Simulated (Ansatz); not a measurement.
## Resistivity from frozen vibrations: Pb(111) with 4 thermally displaced layers, 2x2

How much do lattice vibrations at 80 K scatter the electrons of Pb? Layers with random displacements are laid between perfect leads, and the resistance is followed against their length.

Main program and level: Ansatz 0.2.0; Ansatz plane-wave DFT, PBE, PAW files; ballistic transport by layer matching (Landauer), zero bias; PAW set soft_1.

## (1) Set-up

The cell holds 40 atoms: 40 Pb. Cell: a = 7.001 Å, b = 7.001 Å, c = 28.655 Å, α = 93.5°, β = 86.5°, γ = 120.0°. It derives from Pb. Regions: lead, 24 atoms (24 Pb); scattering region, 16 atoms (16 Pb). The structure is stacked along c, and the current runs across the ab planes.

## (2) With 4 displaced layers

Each atom of 4 layers is moved at random, by amounts drawn from a normal law 0.073 Å wide in each direction from the Debye model (105 K) at 80 K. The layers about the cell's end stay perfect and serve as the lead. Disorder leaves little or no symmetry, which makes such runs dear. Energies from -0.05 to 0.05 eV in steps of 0.05 eV are too few for the program's thermal sum, so it prints no conductance; for a metal the transmission near the Fermi level serves, at a fraction of the cost.

The input, input.yaml:

```yaml
crystal:
  lattice:
    - [7.0014885046, 0.0, 0.0]
    - [-3.5007442523, 6.0634669093, 0.0]
    - [1.7503721261, -1.0105778182, 28.583457127]
  atoms:
    - { symbol: Pb, position: [0.9916666667, 0.0083333333, 0.05] }
    - { symbol: Pb, position: [0.9916666667, 0.5083333333, 0.05] }
    - { symbol: Pb, position: [0.4916666667, 0.0083333333, 0.05] }
    - { symbol: Pb, position: [0.4916666667, 0.5083333333, 0.05] }
    - { symbol: Pb, position: [0.1416666667, 0.3583333333, 0.15] }
    - { symbol: Pb, position: [0.1416666667, 0.8583333333, 0.15] }
    - { symbol: Pb, position: [0.6416666667, 0.3583333333, 0.15] }
    - { symbol: Pb, position: [0.6416666667, 0.8583333333, 0.15] }
    - { symbol: Pb, position: [0.2916666667, 0.2083333333, 0.25] }
    - { symbol: Pb, position: [0.2916666667, 0.7083333333, 0.25] }
    - { symbol: Pb, position: [0.7916666667, 0.2083333333, 0.25] }
    - { symbol: Pb, position: [0.7916666667, 0.7083333333, 0.25] }
    - { symbol: Pb, position: [0.9419099133, 0.0570145929, 0.3516366918] }
    - { symbol: Pb, position: [0.9393803941, 0.5520339187, 0.3509241079] }
    - { symbol: Pb, position: [0.4612764704, 0.0694434638, 0.3482015038] }
    - { symbol: Pb, position: [0.4246920305, 0.5508420881, 0.3501056145] }
    - { symbol: Pb, position: [0.0666215079, 0.4051667748, 0.4468158962] }
    - { symbol: Pb, position: [0.0808829181, 0.9016416931, 0.4491916497] }
    - { symbol: Pb, position: [0.6022959052, 0.420838179, 0.4496715113] }
    - { symbol: Pb, position: [0.6017668238, 0.9004691778, 0.4508983343] }
    - { symbol: Pb, position: [0.2519758942, 0.2591492523, 0.5480998812] }
    - { symbol: Pb, position: [0.229198968, 0.7529127092, 0.5505627402] }
    - { symbol: Pb, position: [0.7299407546, 0.2557454875, 0.5495930777] }
    - { symbol: Pb, position: [0.748451185, 0.761070789, 0.5509082058] }
    - { symbol: Pb, position: [0.8837303494, 0.1071057507, 0.6520035616] }
    - { symbol: Pb, position: [0.8990191002, 0.5938096867, 0.653869049] }
    - { symbol: Pb, position: [0.4103024324, 0.1178587604, 0.6506758542] }
    - { symbol: Pb, position: [0.3963391324, 0.6267336707, 0.6550097208] }
    - { symbol: Pb, position: [0.0416666667, 0.4583333333, 0.75] }
    - { symbol: Pb, position: [0.0416666667, 0.9583333333, 0.75] }
    - { symbol: Pb, position: [0.5416666667, 0.4583333333, 0.75] }
    - { symbol: Pb, position: [0.5416666667, 0.9583333333, 0.75] }
    - { symbol: Pb, position: [0.1916666667, 0.3083333333, 0.85] }
    - { symbol: Pb, position: [0.1916666667, 0.8083333333, 0.85] }
    - { symbol: Pb, position: [0.6916666667, 0.3083333333, 0.85] }
    - { symbol: Pb, position: [0.6916666667, 0.8083333333, 0.85] }
    - { symbol: Pb, position: [0.8416666667, 0.1583333333, 0.95] }
    - { symbol: Pb, position: [0.8416666667, 0.6583333333, 0.95] }
    - { symbol: Pb, position: [0.3416666667, 0.1583333333, 0.95] }
    - { symbol: Pb, position: [0.3416666667, 0.6583333333, 0.95] }
kpoints:
  mp_grid: { grid: [4, 4, 1] }
hamiltonian:
  xc: pbe
  pseudopotentials: { kind: paw, azcp: { folder: soft_1 } }
scf:
  occupations: { method: fermi_dirac, width: 0.1 }
output:
  transmission: { leads: [[0, 4]], kmesh: [8, 8], e_range: [-0.05, 0.05], de: 0.05 }
  write_potential: true
  write_density: true
  volumetric_format: npy
  elf: true
```

Started as:

```sh
> ansatz run input.yaml --threads 4 --pin off --max-ram 15360MiB --backend cpu --events-out ev --progress --plain --runs-dir out
```

Numbers of over 12 decimals in the logs are rounded to 6 here.

The program printed:

```text
Engine: ansatz 0.2.0, x86_64-unknown-linux-gnu
Pseudopotentials: kind: paw
Pseudopotential: Pb, paw, valence charge 14, recommended cutoff 420 eV (normal), soft_1/Pb.paw.azcp
Functional definition: PBE
  parameter kappa = 0.804
  parameter beta = 0.066725
  exchange = pbe_x(kappa = kappa, mu = beta*pi^2/3)
  correlation = pbe_c(beta = beta)
Crystal: 40 atoms, lattice volume = 1213.462 Å³
Basis set: ecut = 420 eV, 23733 PW (Γ)
Bands: 336, of which v1, the nominal top of the filled ones, is band 280 counted from 1 (279 counted from 0)
Symmetry: 1 space group operations
Space group: P1 (ITA 1), of the structure as read, at distance tolerance 1.1e-4 Å
k-points: 10 of 16 (time reversal used)
Non-local potential: Pb, projectors of the file, l = 0: 2, l = 1: 2, l = 2: 2, l = 3: 1
PAW form: soft (Blöchl's): semilocal exchange-correlation on the pseudo side does not see the compensation charge
PAW one-centre angular grid: Pb, 590 points (default); XC on 64 Gauss nodes
Initial density: superposition of atomic densities (chi_scale 0.1, normalization cell)
Initial wavefunctions: pseudopotential atomic-orbital guess
Functional: x = pbe(κ = 0.804, μ = 0.219515), c = pbe(β = 0.066725)
SCF iter   1: F=—  HF=-476353.434681 eV  |F-HF|=—  |Δ(HF+E_count)|=         —  Δρ=7.83e-3  dr2=1.18e0  ethr=3.10e-3  ⟨swp⟩=7.3  Hψ=13737  notcnv=0  defer=23
preconditioner: auto → Kerker (q_TF=auto, 2.398 Å⁻¹)  [metal: Δε(μ)=0.004 eV  Ē_g=15.676 eV  σ=0.100 eV  W_gap=0.01  n_scr=292 (ndim 8)  ℏωp=25.2 eV  f_vac=0.000  D(μ)=19.88/eV (n_scr^D=90)]
SCF iter   2: F=—  HF=-476353.159860 eV  |F-HF|=—  |Δ(HF+E_count)|=   2.75e-1  Δρ=4.84e-3  dr2=4.46e-1  ethr=2.11e-4  ⟨swp⟩=2.1  Hψ=6389  notcnv=0  defer=61
SCF iter   3: F=—  HF=-476353.034254 eV  |F-HF|=—  |Δ(HF+E_count)|=   1.26e-1  Δρ=1.29e-3  dr2=2.30e-2  ethr=7.97e-5  ⟨swp⟩=3.0  Hψ=6042  notcnv=0  defer=61
SCF iter   4: F=—  HF=-476353.034280 eV  |F-HF|=—  |Δ(HF+E_count)|=   2.59e-5  Δρ=1.94e-4  dr2=3.69e-4  ethr=4.11e-6  ⟨swp⟩=2.2  Hψ=6036  notcnv=0  defer=61
SCF iter   5: F=—  HF=-476353.034430 eV  |F-HF|=—  |Δ(HF+E_count)|=   1.51e-4  Δρ=4.54e-5  dr2=2.52e-5  ethr=6.59e-8  ⟨swp⟩=3.0  Hψ=6970  notcnv=0  defer=61
SCF iter   6: F=—  HF=-476353.035457 eV  |F-HF|=—  |Δ(HF+E_count)|=   1.03e-3  Δρ=8.41e-6  dr2=3.99e-6  ethr=4.51e-9  ⟨swp⟩=2.0  Hψ=4037  notcnv=0  defer=61
SCF iter   7: F=—  HF=-476353.035456 eV  |F-HF|=—  |Δ(HF+E_count)|=   8.13e-8  Δρ=3.72e-6  dr2=6.89e-7  ethr=7.13e-10  ⟨swp⟩=2.0  Hψ=3788  notcnv=0  defer=61
SCF iter   8: F=-476353.035456 eV  HF=-476353.035456 eV  |F-HF|=4.19e-8  |Δ(HF+E_count)|=   4.86e-8  Δρ=1.18e-6  dr2=5.91e-8  ethr=1.79e-11  ⟨swp⟩=9.8  Hψ=16629  notcnv=0
SCF 1 converged in 8 iterations: F = -476353.035456 eV  dr2 = 5.91e-8
  greatest PAW one-centre occupation: 0.978 electrons in one spin orbital (limit 2), on the Pb atom at site 20 (counted from 0), in its partial waves of l = 2
transmission: 129 of 1224 steps passed
transmission: 246 of 1224 steps passed
[...]
transmission: 1224 of 1224 steps passed
SCF converged after 8 iterations
Free energy (F): -476353.035456 eV
Harris-Foulkes:  -476353.035456 eV  (|F-HF|=4.19e-8)
Internal energy: -476352.389291 eV  (E = F + TS)
E sigma→0 (E₀):  -476352.712374 eV
Entropy (-TS):   -0.646165 eV (-16.154 meV/atom)
Fermi energy:    11.144398 eV
--- Per-component energies (eV) ---
  E_band       = -1360.066149
  E_kinetic    = 11738.896033
  E_local      = -39234.195729  (includes V_loc(G=0)·N_el)
  E_nonlocal   = 12205.295994
  E_hartree    = 15119.640030
  E_xc         = -8240.213372
  E_vxc        = -5530.140113  (∫ρ·V_xc dr)
  E_paw        = -415722.222675  (= ΣΔE_a)
  E_vpaw       = -10779.214060  (= ΣTr[D̂ρ^β])
  E_aug_tail   = -0.000261  (compensation charges beyond the density's cutoff)
  E_ewald      = -52219.589310
  E_smearing   = -0.646165  (= −TS)
  E_closure    = 0.000000  (closes the sum)
  Σ components = -476353.035456   (vs F -476353.035456, Δ=0.00e0)
--- Band table (eV; the first three rows and the last of 10) ---
  k-point 0: bands = [... 276 lower, 11.6207, 11.6372, 11.7097, 11.7335, 11.7699, 12.1546, 12.1649, 12.2012, ... 52 higher]
  k-point 1: bands = [... 276 lower, 10.7716, 10.8138, 10.9722, 11.0908, 11.6411, 11.7055, 11.8309, 11.8443, ... 52 higher]
  k-point 2: bands = [... 276 lower, 10.9805, 10.9969, 11.1173, 11.1510, 11.2304, 11.2683, 11.4362, 11.4880, ... 52 higher]
  k-point 9: bands = [... 276 lower, 11.0143, 11.0590, 11.1540, 11.2316, 11.3290, 11.3949, 11.4248, 11.4407, ... 52 higher]
--- Transmission ---
  basis      : 367 plane waves across, 36 finite elements along
  points     : 34, standing for a mesh of 8 x 8
  energies   : 3 from -0.050000 to 0.050000 eV about the Fermi level, 0.050000 eV apart; the leads are filled to 0.000000 eV, and channels, transmission and decay are at 0.000000 eV
  crystal 0  : Pb4, at the sites [0, 4], period 2.8583 Å, over 17.15 Å; its Hamiltonian steps by up to 6.5 meV
    offset         : up to 0.0000 Å between an atom of the period and one for which it stands
    channels       : 4.890625e0 a spin
    conductance    : none, the energies end too early or step too widely for 300 K: set another output.transmission.e_range or a lower de, or, where they end at an eighth of basis.ecutwfc, a higher one
  junction   : crystal 0 to crystal 0, 2.86 to 28.58 Å
    transmission   : 4.539403e0 a spin
    conductance    : none, the energies end too early or step too widely for 300 K: set another output.transmission.e_range or a lower de, or, where they end at an eighth of basis.ecutwfc, a higher one
```

Elapsed: 8.6 min, on 4 threads of Intel Xeon Platinum 8375C at 2.90GHz (Ice Lake), shared host; peak memory 7.7 GiB.

The column dr2 measures how far the density is from self-consistency, as an energy; F and HF (Harris–Foulkes) agree once it is small.

This step gave:

* free energy: -476353.0355 eV
* energy at zero smearing: -476352.7124 eV
* Fermi energy: 11.14 eV
* cell area: 42.45 Å²
* transmission per spin nearest the Fermi level: 4.539
* open channels per spin nearest the Fermi level: 4.891
* step of the lead's potential: 6.5 meV

Per spin. Table of transmission, zone mean by energy, zero at the Fermi level:

```
energy (eV)  transmission, zone mean
    -0.0500                     4.39
     0.0000                     4.54
     0.0500                     4.75
```

Per spin. Table of open channels, zone mean, lead by energy, zero at the Fermi level:

| energy (eV) | open channels, zone mean, lead |
| --- | --- |
| -0.0500 | 4.70 |
| 0.0000 | 4.89 |
| 0.0500 | 5.17 |

Transmission over k1 and k2. At 0.0000 eV from the Fermi level.

Values, 8 rows by 8 columns:
```
5.56 4.67 4.80 4.75 4.62 5.59 5.09 5.14
5.68 4.78 3.94 2.95 3.93 4.79 5.72 5.17
5.53 4.72 2.97 3.64 3.75 2.98 4.79 5.64
3.59 4.72 3.93 3.48 1.00 3.48 3.93 4.72
5.53 5.64 4.79 2.98 3.75 3.64 2.97 4.72
5.68 5.17 5.72 4.79 3.93 2.95 3.94 4.78
5.56 5.14 5.09 5.59 4.62 4.75 4.80 4.67
2.44 5.61 5.73 5.53 3.06 5.53 5.73 5.61
```
Columns: k1 (b1) from -0.5 to 0.375; rows upwards: k2 (b2) from -0.5 to 0.375.

Open channels over k1 and k2. At 0.0000 eV from the Fermi level.

Values, 8 rows by 8 columns:
```
6.00 5.00 5.00 5.00 5.00 6.00 6.00 6.00
6.00 5.00 4.00 3.00 4.00 5.00 6.00 6.00
6.00 5.00 3.00 4.00 4.00 3.00 5.00 6.00
4.00 5.00 4.00 4.00 1.00 4.00 4.00 5.00
6.00 6.00 5.00 3.00 4.00 4.00 3.00 5.00
6.00 6.00 6.00 5.00 4.00 3.00 4.00 5.00
6.00 6.00 6.00 6.00 5.00 5.00 5.00 5.00
4.00 6.00 6.00 6.00 4.00 6.00 6.00 6.00
```
Columns: k1 (b1) from -0.5 to 0.375; rows upwards: k2 (b2) from -0.5 to 0.375.

Valence density in the cb plane at fractional x = 0.067, with atoms of Pb within 0.2 Å of it. It is the smooth field of the valence electrons, not physical close to the nuclei.

Ten steps, logarithmic in the rise over the least value, from '0' (0.0 e/Å³) to '9' (7.3 e/Å³), each cell a mean:
```
11111000122211135888642111100000000001258998
11111000011111147999742111110000000001247887
11110000001101146898642111111000011111135665
11111000011111135777531112221100122211122332
11111000123321123454311123432111233321111111
11111111245542111222111124543211344431111111
11221112356643111111100134443211344421112332
11222112356643111232211123332111233321124665
11221111345532123555321112221000122211246887
01111101233321235787531111110000011111258998
11111000112111247999641000000000001111258998
11110000011111247998631000000000011111246776
11110000011111236887521011110000112111124553
11111000122221124565311112221101223221112222
11111001234432112232110123332111233321001111
11221111356643111111000123332111233321011222
11222112356653111111100123332111233211123444
11221112356642112333211112221000112111135776
11111101234432123566421111110000011101257998
```
Columns run along c (16.0 Å, from fractional 0.22 to 0.78 of the cell), rows up along b (7.0 Å). Atoms in or near the plane, at fractional coordinates: Pb at (0.45, 0.41), Pb at (0.45, 0.90), Pb at (0.75, 0.46), Pb at (0.75, 0.96).

ELF in the cb plane at fractional x = 0.067, with atoms of Pb within 0.2 Å of it. It is the smooth field of the valence electrons, not physical close to the nuclei.

Ten even steps from '0' (0.01) to '9' (0.43), each cell a mean:
```
44444334577765579635986444443211233345796004
44444322345544688201896545443212233345798448
45544322234444689303986455554322345544689999
44544322456654579878975456776434677764467887
44444334678875467898754568887545788875445555
45555445799987545666544578998646899876444555
45666546899997544555434679997646789875456777
46776546899997555677644578887545777765579999
45666446899986567999864466765434566655689548
44554435678775579757985445543223445555796004
44444323456655688102986444432212344445796116
44544322344455687103986434433222344444689779
45544322345555689648985345554323566654578998
44444323567765578999864457776435788764456666
44554435789886556777643578887546889875344454
45666446899997544554433578887546889875345666
46776546899998544555444578887545788764468998
46776546899997556788754467765434666654689879
45665445789986568999975455554322344444797216
```
Columns run along c (16.0 Å, from fractional 0.22 to 0.78 of the cell), rows up along b (7.0 Å). Atoms in or near the plane, at fractional coordinates: Pb at (0.45, 0.41), Pb at (0.45, 0.90), Pb at (0.75, 0.46), Pb at (0.75, 0.96).

Electrostatic potential energy in the cb plane at fractional x = 0.067, with atoms of Pb within 0.2 Å of it. With pseudopotentials it is smooth inside the atoms' cores, unlike the true potential.

Ten even steps from '0' (-30 eV) to '9' (14 eV), each cell a mean:
```
99999999998899983000179999999999999999840010
99999999999999971010069999999999999999850000
99999999999999971000179999999999999999984225
99999999999999984101589998889999998899998778
99999999988889998656899987778999887789999999
99999999864578999989999986568999866689999999
99999999741258999999999986568999866789998878
99889999731258999888999987778999887899986324
99999999854478997535799999899999998999961000
99999999987889973000489999999999999999840010
99999999999999960010179999999999999999840000
99999999999999960010179999999999999999962002
99999999999999972000489999999999999999987557
99999999998899986435899999899999988899999889
99999999876678999888999998789999877889999999
99999999852258999999999987778999877899999989
99989999731148999999999988789999988899997657
99999999742268999878899998899999999999973002
99999999876689997422689999999999999999850000
```
Columns run along c (16.0 Å, from fractional 0.22 to 0.78 of the cell; values clipped at the 3rd and 97th percentile), rows up along b (7.0 Å). Atoms in or near the plane, at fractional coordinates: Pb at (0.45, 0.41), Pb at (0.45, 0.90), Pb at (0.75, 0.46), Pb at (0.75, 0.96).

Over the solved energies the transmission per spin lies between 4.39 and 4.75, out of 4.92 channels of the lead on average (up to 5.17).

(Part 1 of 2 ends here.)

[Logs are printed without paths, hosts, clocks, repeated set-up lines and the standing remarks that a program may print on its own settings, such as how far it seeks lower states.]

[Hosts, paths, dates, database ids (printed as entryN), source tags and the programs' standing remarks are cut or masked in the printed files.]
